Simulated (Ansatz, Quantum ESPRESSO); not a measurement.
## Equation of state of fcc Pd

How stiff is fcc Pd under hydrostatic load? Each row scales the relaxed cell evenly and relaxes the atoms. The phase is followed to these pressures whether or not it stays the stable one.

Calculated with Quantum ESPRESSO 7.5, PBEsol, GBRV 1.5 ultrasoft potentials, cutoff 680 eV, Fermi–Dirac smearing 0.05 eV, k-mesh 19×19×19, no spin polarisation, no spin-orbit coupling.

Reference cell, relaxed at zero pressure with PBEsol (Fm-3m): a = 2.7442 Å, b = 2.7442 Å, c = 2.7442 Å, α = 60.00°, β = 60.00°, γ = 60.00°.

```
atom       x       y       z
  Pd  0.0000  0.0000  0.0000
```

```
V (Å³/atom)    V/V0  P (GPa)  E − E0 (meV/atom)
    13.7363  0.9400   15.019               39.6
    14.0285  0.9600    9.350               17.1
    14.9053  1.0200   −3.854                3.2
    15.1976  1.0400   −7.226               13.0
    15.4898  1.0600  −10.188               28.6
```

V0 = 14.6130 Å³ an atom, where the residual pressure P0 is −0.013 GPa. **Question.** Fit the Birch–Murnaghan law and give the pressure and the energy at V = 14.3208 Å³ an atom, a row left out above.

With the Eulerian strain f = ½[(V0/V)^(2/3) − 1] and F = (P − P0)/[3f(1 + 2f)^(5/2)], the third-order law is the line F = B0 + (3/2) B0 (B′ − 4) f.

| f | F (GPa) |
| --- | --- |
| 0.02105 | 214.67 |
| 0.01379 | 211.38 |
| −0.00656 | 201.77 |
| −0.01291 | 198.88 |
| −0.01905 | 196.19 |

A straight line through the 5 rows: the means are −0.000736 for f and 204.58 for F, Σ(Δx)² = 0.001203 and ΣΔxΔy = 0.558, so the slope is 0.558/0.001203 = 463.79 and the intercept 204.58 − (463.79)(−0.000736) = 204.92.

Hence B0 = 204.9 GPa and B′ = 4 + (463.8)/(1.5 × 204.9) = 5.51. For the withheld volume f = 0.00678, F = 208.06 GPa and P = 4.36 GPa. The run itself gives 4.36 GPa, so the estimate misses by 0.00 GPa, a rounding's worth.

Integrating the same law gives E − E0 = (9/2) B0 V0 f²[1 + (B′ − 4) f] + P0(V0 − V), with 1 GPa Å³ = 6.2415 meV: 3.9 meV an atom. The run itself gives 4.3 meV, so the estimate misses by 0.4 meV; the fitted rows themselves lie up to 1.2 meV off the law.

The same fit over all rows at other levels or in other programs gives B0 = 204 GPa with PBEsol (Ansatz).

Measured volume: 14.750 Å³ an atom (doi:10.1016/0022-5088(81)90140-5), so V0 is −0.9 % off. A stiffness follows the volume as d ln B/d ln V = −B′, which moves B0 by about −5 % when it is taken at the measured volume.

The calculation is for a static lattice, while measurements hold thermal and zero-point motion.

[Logs are printed without paths, hosts, clocks, repeated set-up lines and the standing remarks that a program may print on its own settings, such as how far it seeks lower states.]
